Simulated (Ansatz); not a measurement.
# LiPtF3 (built on the sites of a database entry of KPdF3): a soft mode frozen in, part 2 of 2

Aim: this structure of LiPtF3 (built on the sites of a database entry of KPdF3) is to be tested for unstable modes, and one is followed downhill.

Ansatz 0.2.0; DFT LDA, scalar-relativistic, plane waves, PAW.

So far, highest frequency on the path or at a solved wavevector (cm⁻¹): step 2 (the dispersion) 510. Also lowest frequency on the path (cm⁻¹): step 2 -225.

The structure was built from a prototype and need not be the compound's stable phase.

### Step 4. The mode frozen in, largest atomic shift 0.6 Å

The atoms are moved along the unstable eigenvector, the largest shift by 0.6 Å, with the cell fixed.

File input.yaml:

```yaml
crystal:
  lattice:
    - [4.2088759491, 4.2088759491, 0.0]
    - [4.2088759491, 0.0, 4.2088759491]
    - [4.2088759491, 0.0, -4.2088759491]
  atoms:
    - { symbol: Li, position: [0.600802227, 0.149197773, 0.649197773] }
    - { symbol: Li, position: [0.399197773, 0.850802227, 0.350802227] }
    - { symbol: Pt, position: [0.0, 0.0, 0.0] }
    - { symbol: Pt, position: [0.0, 0.5, 0.5] }
    - { symbol: F, position: [0.5, 0.7653793924, 0.7346206076] }
    - { symbol: F, position: [0.5, 0.2346206076, 0.2653793924] }
    - { symbol: F, position: [0.0307587847, 0.2192412153, 0.7192412153] }
    - { symbol: F, position: [-0.0307587847, 0.7807587847, 0.2807587847] }
    - { symbol: F, position: [0.0, 0.2346206076, 0.2653793924] }
    - { symbol: F, position: [0.0, 0.7653793924, 0.7346206076] }
kpoints:
  mp_grid: { grid: [8, 8, 8] }
hamiltonian:
  xc: lda
scf:
  occupations: { method: methfessel_paxton, width: 0.2 }
output:
  forces: true
  stress: true
  eigenvalues: true
```

Command:

```console
$ ansatz run input.yaml --threads 8 --pin off --max-ram 14336MiB --backend cpu --events-out ev --progress --plain --runs-dir out
```

Numbers of over 12 decimals in the logs are rounded to 6 here.

Log:

```text
[...]
Crystal: 10 atoms, lattice volume = 149.117 Å³
Basis set: ecut = 420 eV, 2891 PW (Γ)
Bands: 52, of which v1, the nominal top of the filled ones, is band 42 counted from 1 (41 counted from 0)
Symmetry: 8 space group operations
[...]
k-points: 95 of 512
[...]
k-point 0: bands = [... 38 lower, 4.8175, 5.0952, 5.2126, 5.2832, 6.2340, 8.0693, 8.1989, 10.6043, ... 6 higher]
  k-point 1: bands = [... 38 lower, 4.9395, 5.0644, 5.1801, 5.2306, 6.4162, 7.9354, 8.0615, 10.5735, ... 6 higher]
  k-point 2: bands = [... 38 lower, 4.9975, 5.0783, 5.3247, 5.3336, 6.9123, 7.5693, 7.6837, 10.1875, ... 6 higher]
  k-point 94: bands = [... 38 lower, 4.7958, 4.7958, 5.2791, 5.2791, 7.0248, 7.0248, 9.5129, 9.5129, ... 6 higher]
[key lines of the parts left out:]
SCF converged after 6 iterations
Free energy (F): -29651.708470 eV
Fermi energy:    6.211784 eV
P = ⅓ Tr σ = -0.0717 GPa (-0.717 kbar)
```

Elapsed: 8.3 s, on 8 threads of Arm Neoverse N1, shared host; peak memory 0.92 GiB.

Numbers from this step:

```
pressure                         : -0.07170 GPa
energy from the undistorted cell : -65.39 meV/atom
```

The energy, extrapolated to zero smearing, is -65.39 meV/atom against the undistorted cell.

The run ends at a pressure of -0.07 GPa, with forces up to 0.64 eV/Å.

### Step 5. Energy along the mode, all amplitudes (two of the runs are shown above)

An imaginary frequency means negative curvature, so the energy should fall and then rise again as anharmonic terms take over.

This step gave:

```
depth at the lowest point sampled  : 65.39 meV/atom
largest atomic shift at that point : 0.6 Å
```

The energy from the parent by largest atomic shift:

```csv
largest atomic shift (Å),energy from the parent (meV/atom)
0.000,0
0.040,-0.314
0.080,-1.26
0.140,-3.84
0.220,-9.44
0.320,-19.8
0.450,-38.4
0.600,-65.4
```

Displacement at unit largest shift by atom:

```
atom   x (Å)   y (Å)   z (Å)   size
 Li1  -0.707   0.707   0.000  1.000
 Li2   0.707  -0.707   0.000  1.000
 Pt3   0.000   0.000   0.000  0.000
 Pt4   0.000   0.000   0.000  0.000
  F5   0.000   0.000   0.216  0.216
  F6   0.000   0.000  -0.216  0.216
  F7  -0.216   0.216   0.000  0.305
  F8   0.216  -0.216   0.000  0.305
  F9   0.000   0.000  -0.216  0.216
 F10   0.000   0.000   0.216  0.216
```

The lowest of the steps tried is the last one, at 0.6 Å, 65.4 meV/atom below the parent; the bottom of the well need not coincide with a step.

### Step 6. Relaxation from the frozen mode

Starting from the lowest point found, all atoms and the cell are let go, so that strain and other modes of the same symmetry can join in.

input.yaml, as its differences from that of step 4:

```diff
@@ -26 +26,6 @@
   eigenvalues: true
+relax:
+  adjacent_minimum: "off"
+  f_tol: 0.002
+  max_steps: 120
+  cell: { stress_tol: 0.03 }
```

Log:

```text
[...]
Crystal: 10 atoms, lattice volume = 149.117 Å³
Basis set: ecut = 420 eV, 2891 PW (Γ)
Bands: 52, of which v1, the nominal top of the filled ones, is band 42 counted from 1 (41 counted from 0)
Symmetry: 8 space group operations
[...]
k-points: 95 of 512
[...]
SCF iter   1: F=—  HF=-29651.794344 eV  |F-HF|=—  |Δ(HF+E_count)|=         —  Δρ=1.66e-2  dr2=2.79e-1  ethr=1.77e-3  ⟨swp⟩=6.0  Hψ=18324  notcnv=0
[...]
SCF iter   6: F=-29651.708470 eV  HF=-29651.708470 eV  |F-HF|=4.03e-9  |Δ(HF+E_count)|=   1.40e-6  S|Δr|=    0.00e0  Δρ=1.02e-5  dr2=4.63e-8  ethr=1.19e-10  ⟨swp⟩=7.9  Hψ=22820  notcnv=0
SCF 1 converged in 6 iterations: F = -29651.708470 eV  dr2 = 4.63e-8
[...]
relax step   1: F+E_penalty+E_count = -29651.70846985 eV  Δ(F+E_penalty+E_count) = +0.000e0 eV  max|allowed force component| = 4.494e-1 eV/Å  Δτ_max = 0.0000 Å  P = -0.072 GPa  Ω = 149.117 Å³  (6 SCF iters, dr2 threshold 1.00e-7 eV, accepted)
Crystal: 10 atoms, lattice volume = 150.395 Å³
Basis set: ecut = 420 eV, 2909 PW (Γ)
[...]
SCF iter   7: F=-29652.091553 eV  HF=-29652.091553 eV  |F-HF|=8.81e-9  |Δ(HF+E_count)|=   1.94e-7  S|Δr|=    0.00e0  Δρ=4.68e-6  dr2=1.72e-8  ethr=1.19e-9  ⟨swp⟩=5.0  Hψ=16387  notcnv=0
SCF 2 converged in 7 iterations: F = -29652.091553 eV  dr2 = 1.72e-8
[...]
relax step   2: F+E_penalty+E_count = -29652.09155266 eV  Δ(F+E_penalty+E_count) = -3.831e-1 eV  max|allowed force component| = 4.390e-1 eV/Å  Δτ_max = 0.1941 Å  P = -1.078 GPa  Ω = 150.395 Å³  energy of the carried Pulay correction = -5.628e-3 eV  (7 SCF iters, dr2 threshold 1.00e-6 eV, accepted)
Crystal: 10 atoms, lattice volume = 149.745 Å³
Basis set: ecut = 420 eV, 2901 PW (Γ)
[...]
SCF iter   6: F=-29652.401878 eV  HF=-29652.401878 eV  |F-HF|=5.20e-7  |Δ(HF+E_count)|=   6.18e-7  S|Δr|=    0.00e0  Δρ=2.44e-5  dr2=6.82e-7  ethr=1.19e-9  ⟨swp⟩=6.3  Hψ=20648  notcnv=0
SCF 3 converged in 6 iterations: F = -29652.401878 eV  dr2 = 6.82e-7
relax step   3: F+E_penalty+E_count = -29652.40187781 eV  Δ(F+E_penalty+E_count) = -3.103e-1 eV  max|allowed force component| = 4.374e-1 eV/Å  Δτ_max = 0.1158 Å  P = -1.272 GPa  Ω = 149.745 Å³  energy of the carried Pulay correction = -2.770e-3 eV  (6 SCF iters, dr2 threshold 1.00e-6 eV, accepted)
[... from here on, the SCF cycles and remarks between the steps are left out ...]
relax step   4: F+E_penalty+E_count = -29652.84172188 eV  Δ(F+E_penalty+E_count) = -4.398e-1 eV  max|allowed force component| = 2.323e-1 eV/Å  Δτ_max = 0.1968 Å  P = -1.626 GPa  Ω = 148.123 Å³  energy of the carried Pulay correction = +4.415e-3 eV  (7 SCF iters, dr2 threshold 1.00e-6 eV, accepted)
relax step   5: F+E_penalty+E_count = -29652.99981672 eV  Δ(F+E_penalty+E_count) = -1.581e-1 eV  max|allowed force component| = 5.194e-1 eV/Å  Δτ_max = 0.1951 Å  P = -0.839 GPa  Ω = 143.847 Å³  energy of the carried Pulay correction = +2.374e-2 eV  (7 SCF iters, dr2 threshold 1.00e-6 eV, accepted)
relax step   6: F+E_penalty+E_count = -29653.10838890 eV  Δ(F+E_penalty+E_count) = -1.086e-1 eV  max|allowed force component| = 2.008e-1 eV/Å  Δτ_max = 0.2000 Å  P = +1.546 GPa  Ω = 139.428 Å³  energy of the carried Pulay correction = +4.431e-2 eV  (7 SCF iters, dr2 threshold 1.00e-6 eV, accepted)
relax step   7: F+E_penalty+E_count = -29653.14215554 eV  Δ(F+E_penalty+E_count) = -3.377e-2 eV  max|allowed force component| = 1.045e-1 eV/Å  Δτ_max = 0.0803 Å  P = +0.316 GPa  Ω = 141.442 Å³  energy of the carried Pulay correction = +3.485e-2 eV  (7 SCF iters, dr2 threshold 1.00e-6 eV, accepted)
relax step   8: F+E_penalty+E_count = -29653.16089027 eV  Δ(F+E_penalty+E_count) = -1.873e-2 eV  max|allowed force component| = 1.784e-2 eV/Å  Δτ_max = 0.0521 Å  P = -0.188 GPa  Ω = 141.071 Å³  energy of the carried Pulay correction = +3.659e-2 eV  (5 SCF iters, dr2 threshold 1.00e-6 eV, accepted)
relax step   9: F+E_penalty+E_count = -29653.16656299 eV  Δ(F+E_penalty+E_count) = -5.673e-3 eV  max|allowed force component| = 2.513e-2 eV/Å  Δτ_max = 0.0123 Å  P = +0.392 GPa  Ω = 140.308 Å³  energy of the carried Pulay correction = +4.016e-2 eV  (5 SCF iters, dr2 threshold 1.00e-6 eV, accepted)
relax step  10: F+E_penalty+E_count = -29653.16704388 eV  Δ(F+E_penalty+E_count) = -4.809e-4 eV  max|allowed force component| = 7.422e-3 eV/Å  Δτ_max = 0.0151 Å  P = +0.099 GPa  Ω = 140.553 Å³  energy of the carried Pulay correction = +3.901e-2 eV  (6 SCF iters, dr2 threshold 6.63e-7 eV, accepted)
relax step  11: F+E_penalty+E_count = -29653.16679729 eV  Δ(F+E_penalty+E_count) = +2.466e-4 eV  max|allowed force component| = 1.914e-3 eV/Å  Δτ_max = 0.0053 Å  P = -0.003 GPa  Ω = 140.649 Å³  energy of the carried Pulay correction = +3.856e-2 eV  (6 SCF iters, dr2 threshold 4.84e-8 eV, accepted)
relax step  12: F+E_penalty+E_count = -29653.16706008 eV  Δ(F+E_penalty+E_count) = -2.628e-4 eV  max|allowed force component| = 1.794e-3 eV/Å  Δτ_max = 0.0000 Å  P = -0.066 GPa  Ω = 140.649 Å³  stress off target by 5.29e-1 GPa  SCF on the basis re-selected at this cell (its energy is not comparable with the rows above)  (8 SCF iters)
relax step  13: F+E_penalty+E_count = -29653.17548824 eV  Δ(F+E_penalty+E_count) = -8.428e-3 eV  max|allowed force component| = 1.067e-2 eV/Å  Δτ_max = 0.0049 Å  P = +0.058 GPa  Ω = 140.327 Å³  energy of the carried Pulay correction = +1.596e-3 eV  (6 SCF iters, dr2 threshold 6.99e-7 eV, accepted)
relax step  14: F+E_penalty+E_count = -29653.17657149 eV  Δ(F+E_penalty+E_count) = -1.083e-3 eV  max|allowed force component| = 6.144e-3 eV/Å  Δτ_max = 0.0088 Å  P = +0.010 GPa  Ω = 140.435 Å³  energy of the carried Pulay correction = +1.122e-3 eV  (6 SCF iters, dr2 threshold 2.05e-7 eV, accepted)
relax step  15: F+E_penalty+E_count = -29653.17677485 eV  Δ(F+E_penalty+E_count) = -2.034e-4 eV  max|allowed force component| = 4.063e-3 eV/Å  Δτ_max = 0.0031 Å  P = +0.002 GPa  Ω = 140.401 Å³  energy of the carried Pulay correction = +1.284e-3 eV  (5 SCF iters, dr2 threshold 3.12e-9 eV, accepted)
relax step  16: F+E_penalty+E_count = -29653.17684286 eV  Δ(F+E_penalty+E_count) = -6.801e-5 eV  max|allowed force component| = 2.913e-4 eV/Å  Δτ_max = 0.0009 Å  P = -0.005 GPa  Ω = 140.390 Å³  energy of the carried Pulay correction = +1.342e-3 eV  (6 SCF iters, dr2 threshold 1.03e-9 eV, accepted)
relax step  17: F+E_penalty+E_count = -29653.17798350 eV  Δ(F+E_penalty+E_count) = -1.141e-3 eV  max|allowed force component| = 3.127e-4 eV/Å  Δτ_max = 0.0000 Å  P = +0.006 GPa  Ω = 140.390 Å³  stress off target by 2.10e-1 GPa  SCF on the basis re-selected at this cell (its energy is not comparable with the rows above)  (6 SCF iters)
relax step  18: F+E_penalty+E_count = -29653.17860701 eV  Δ(F+E_penalty+E_count) = -6.235e-4 eV  max|allowed force component| = 1.861e-3 eV/Å  Δτ_max = 0.0027 Å  P = -0.053 GPa  Ω = 140.448 Å³  energy of the carried Pulay correction = -2.013e-4 eV  (6 SCF iters, dr2 threshold 1.10e-7 eV, accepted)
relax step  19: F+E_penalty+E_count = -29653.18004626 eV  Δ(F+E_penalty+E_count) = -1.439e-3 eV  max|allowed force component| = 1.404e-2 eV/Å  Δτ_max = 0.0068 Å  P = +0.292 GPa  Ω = 140.045 Å³  energy of the carried Pulay correction = +1.668e-3 eV  (6 SCF iters, dr2 threshold 2.63e-8 eV, rejected (line search))
relax step  20: F+E_penalty+E_count = -29653.17907007 eV  Δ(F+E_penalty+E_count) = -4.631e-4 eV  max|allowed force component| = 1.564e-3 eV/Å  Δτ_max = 0.0031 Å  P = +0.004 GPa  Ω = 140.355 Å³  energy of the carried Pulay correction = +2.253e-4 eV  (8 SCF iters, accepted)
relax step  21: F+E_penalty+E_count = -29653.17914110 eV  Δ(F+E_penalty+E_count) = -7.103e-5 eV  max|allowed force component| = 1.564e-3 eV/Å  Δτ_max = 0.0010 Å  P = +0.010 GPa  Ω = 140.340 Å³  energy of the carried Pulay correction = +2.875e-4 eV  (7 SCF iters, accepted)
relax step  22: F+E_penalty+E_count = -29653.17924643 eV  Δ(F+E_penalty+E_count) = -1.053e-4 eV  max|allowed force component| = 5.370e-4 eV/Å  Δτ_max = 0.0023 Å  P = +0.008 GPa  Ω = 140.318 Å³  energy of the carried Pulay correction = +3.851e-4 eV  (6 SCF iters, accepted)
relax step  23: F+E_penalty+E_count = -29653.17920760 eV  Δ(F+E_penalty+E_count) = +3.884e-5 eV  max|allowed force component| = 4.751e-4 eV/Å  Δτ_max = 0.0000 Å  P = +0.006 GPa  Ω = 140.318 Å³  stress off target by 6.86e-2 GPa  SCF on the basis re-selected at this cell (its energy is not comparable with the rows above)  (5 SCF iters)
relax step  24: F+E_penalty+E_count = -29653.17947535 eV  Δ(F+E_penalty+E_count) = -2.678e-4 eV  max|allowed force component| = 9.881e-4 eV/Å  Δτ_max = 0.0026 Å  P = +0.007 GPa  Ω = 140.282 Å³  energy of the carried Pulay correction = +1.846e-4 eV  (6 SCF iters, dr2 threshold 1.18e-8 eV, accepted)
[...]
SCF iter   4: F=-29653.179254 eV  HF=-29653.179254 eV  |F-HF|=1.09e-11  |Δ(HF+E_count)|=  3.42e-10  S|Δr|=    0.00e0  Δρ=1.50e-7  dr2=2.21e-11  ethr=1.00e-12  ⟨swp⟩=5.8  Hψ=22939  notcnv=0
SCF 25 converged in 4 iterations: F = -29653.179254 eV  dr2 = 2.21e-11
relax step  25: F+E_penalty+E_count = -29653.17925365 eV  Δ(F+E_penalty+E_count) = +2.217e-4 eV  max|allowed force component| = 9.863e-4 eV/Å  Δτ_max = 0.0000 Å  P = +0.006 GPa  Ω = 140.282 Å³  stress off target by 2.05e-2 GPa  SCF on the basis re-selected at this cell (its energy is not comparable with the rows above)  (4 SCF iters)
[...]
SCF converged after 4 iterations
[...]
Free energy (F): -29653.179254 eV
[...]
Internal energy: -29653.181677 eV  (E = F + TS)
E sigma→0 (E₀):  -29653.179859 eV
Entropy (-TS):   0.002423 eV (0.242 meV/atom)
Fermi energy:    5.839382 eV
[...]
--- Forces (eV/Å), atoms counted from 1 ---
  atom   1  Li     0.00041187    -0.00041187     0.00000000
  atom   2  Li    -0.00041187     0.00041187     0.00000000
  atom   3  Pt     0.00000000     0.00000000     0.00000000
  atom   4  Pt     0.00000000    -0.00000000     0.00000000
  atom   5  F     -0.00000000     0.00000000    -0.00098632
  atom   6  F      0.00000000     0.00000000     0.00098632
  atom   7  F      0.00085435    -0.00085435     0.00000000
  atom   8  F     -0.00085435     0.00085435     0.00000000
  atom   9  F     -0.00000000     0.00000000     0.00098632
  atom  10  F     -0.00000000    -0.00000000    -0.00098632
  max |Σ_I F_I| component: 5.42e-19 eV/Å
--- Stress (GPa, compression-positive) ---
        0.004358      -0.016149       0.000000
       -0.016149       0.004358      -0.000000
        0.000000      -0.000000       0.007869
  P = ⅓ Tr σ = 0.0055 GPa (0.055 kbar)
--- Band table (eV; the first three rows and the last of 95) ---
  k-point 0: bands = [... 38 lower, 4.6831, 4.6861, 4.9978, 5.0228, 6.7454, 6.9101, 7.6221, 11.7634, ... 6 higher]
  k-point 1: bands = [... 38 lower, 4.6486, 4.7156, 5.0323, 5.0449, 6.8292, 6.9203, 7.5003, 11.5087, ... 6 higher]
  k-point 2: bands = [... 38 lower, 4.5675, 4.7008, 5.1996, 5.2272, 6.6032, 7.1575, 7.4128, 10.7405, ... 6 higher]
  k-point 94: bands = [... 38 lower, 4.4309, 4.4309, 5.3745, 5.3745, 6.6103, 6.6103, 9.9857, 9.9857, ... 6 higher]
--- Relaxed structure (21 steps of the walk, 20 accepted, 4 SCFs on fresh bases) ---
  F+E_penalty+E_count = -29653.17925365 eV   max|allowed force component| = 9.863e-4 eV/Å   (the final SCF, on the basis selected at the relaxed cell)
  cell:  # Å, volume = 140.2821 Å³
    - [3.746521, 3.746521, 0.0]
    - [4.139658, -0.393137, 4.130267]
    - [4.139658, -0.393137, -4.130267]
  atoms:
    - { symbol: Li, position: [0.704500, 0.045500, 0.545500] }
    - { symbol: Li, position: [0.295500, 0.954500, 0.454500] }
    - { symbol: Pt, position: [-1.2416271077073667e-18, 7.808469232858817e-19, 1.7484531106978608e-19] }
    - { symbol: Pt, position: [-1.3877787807814457e-17, 0.500000, 0.500000] }
    - { symbol: F, position: [0.500000, 0.830702, 0.669298] }
    - { symbol: F, position: [0.5, 0.169298, 0.330702] }
    - { symbol: F, position: [-0.038410, 0.288410, 0.788410] }
    - { symbol: F, position: [0.038410, 0.711590, 0.211590] }
    - { symbol: F, position: [-6.938893903907228e-18, 0.169298, 0.330702] }
    - { symbol: F, position: [0.0, 0.830702, 0.669298] }
```

Run time: 3.9 min. Hardware: 8 threads; peak memory 0.99 GiB; 30 min of CPU time.

Relaxation path (22 of 25):

| step | energy less that of the first step (eV) | largest force component (eV/Å) | pressure (GPa) | volume (Å³) |
| --- | --- | --- | --- | --- |
| 1 | 0.0000 | 0.4494 | -0.07 | 149.12 |
| 2 | -0.3831 | 0.4390 | -1.08 | 150.39 |
| 3 | -0.6934 | 0.4374 | -1.27 | 149.74 |
| 4 | -1.1333 | 0.2323 | -1.63 | 148.12 |
| 6 | -1.3999 | 0.2008 | 1.55 | 139.43 |
| 7 | -1.4337 | 0.1045 | 0.32 | 141.44 |
| 8 | -1.4524 | 0.0178 | -0.19 | 141.07 |
| 9 | -1.4581 | 0.0251 | 0.39 | 140.31 |
| 10 | -1.4586 | 0.0074 | 0.10 | 140.55 |
| 11 | -1.4583 | 0.0019 | 0.00 | 140.65 |
| 12* | -1.4586 | 0.0018 | -0.07 | 140.65 |
| 14 | -1.4681 | 0.0061 | 0.01 | 140.44 |
| 15 | -1.4683 | 0.0041 | 0.00 | 140.40 |
| 16 | -1.4684 | 0.0003 | 0.00 | 140.39 |
| 17* | -1.4695 | 0.0003 | 0.01 | 140.39 |
| 18 | -1.4701 | 0.0019 | -0.05 | 140.45 |
| 19 | -1.4716 | 0.0140 | 0.29 | 140.05 |
| 20 | -1.4706 | 0.0016 | 0.00 | 140.35 |
| 22 | -1.4708 | 0.0005 | 0.01 | 140.32 |
| 23* | -1.4707 | 0.0005 | 0.01 | 140.32 |
| 24 | -1.4710 | 0.0010 | 0.01 | 140.28 |
| 25* | -1.4708 | 0.0010 | 0.01 | 140.28 |

Relaxation steps marked * repeat the geometry before them on a plane-wave basis chosen anew for their cell, so energy and pressure can jump there. Other such steps can lie between the rows shown. Relaxation step 19 was tried and not accepted.

Forces are held to the 8 operations that the run works with; a distortion that breaks them can't arise in this run.

```csv
"conventional cell, symmetrised",before,after,change
a (Å),5.952,5.298,-11.0 %
b (Å),8.418,8.261,-1.9 %
c (Å),5.952,6.410,+7.7 %
volume (Å³/atom),14.91,14.03,-5.9 %
```

The atoms that moved most (Å, as changes of fractional coordinates times the final cell):

```
atom      dx      dy      dz  length
 Li2   0.470  -0.470   0.000   0.665
 Li1  -0.470   0.470   0.000   0.665
  F6   0.000   0.000  -0.540   0.540
  F5   0.000   0.000   0.540   0.540
 F10   0.000   0.000   0.540   0.540
  F9   0.000   0.000  -0.540   0.540
  F8  -0.314   0.314   0.000   0.443
  F7   0.314  -0.314   0.000   0.443
```

The relaxed structure:

```xyz
10
Lattice="3.7465 3.7465 0.0000 4.1397 -0.3931 4.1303 4.1397 -0.3931 -4.1303" Properties=species:S:1:pos:R:3 pbc="T T T"
Li    5.0860    2.4071   -2.0651
Li    6.9399    0.5532    2.0651
Pt    0.0000    0.0000    0.0000
Pt    4.1397   -0.3931    0.0000
F     8.0827    1.2836    0.6666
F     3.9431    1.6767   -0.6666
F     4.3138   -0.5672   -2.0651
F     3.9656   -0.2190    2.0651
F     2.0698   -0.1966   -0.6666
F     6.2095   -0.5897    0.6666
```

This step gave:

* pressure: 0.005528 GPa
* volume per atom: 14.03 Å³

The distorted start has space group Imma; the relaxation ends in Imma.

### Step 7. What came out

```json
{"unstable mode of the parent": "q = (-0.5, -0.5, -0.5), 225i cm⁻¹", "depth at the lowest point sampled": "65.4 meV/atom", "largest atomic shift at that point": "0.6 Å", "space group reached (within 0.01 Å)": "Imma", "energy gained over the parent (first relaxation, on the mesh of the frozen mode)": "213 meV/atom", "volume per atom, phase reached": "14.0 Å³"}
```

Along this mode the structure falls into Imma, 213 meV/atom below the parent. At the parent's cell the well is 65.39 meV/atom deep on the steps tried, with its lowest point at a shift of 0.6 Å. That is the last step tried, so the steps alone don't bracket the bottom of the well. Relaxing atoms and cell changes the gain by +147.15 meV/atom against the lowest step (energies at zero smearing). Most of the total comes from this relaxation. The modes of the phase reached were not computed on this path. Of the 6 patterns followed to their end from this parent, this one reaches the lowest energy. Each path keeps the symmetry of its pattern, so a lower phase may lie along a pattern not tried. With no gap, or one that is small against the smearing, the frequencies hang on the k mesh and the smearing, most of all near Kohn anomalies. Spin-orbit coupling is left out, which can matter for the heavy elements here. The starting cell was built on a prototype and not taken from a measurement, so the phase need not exist.

[Logs are printed without paths, hosts, clocks, repeated set-up lines and the standing remarks that a program may print on its own settings, such as how far it seeks lower states.]

[Hosts, paths, dates, database ids (printed as entryN), source tags and the programs' standing remarks are cut or masked in the printed files.]
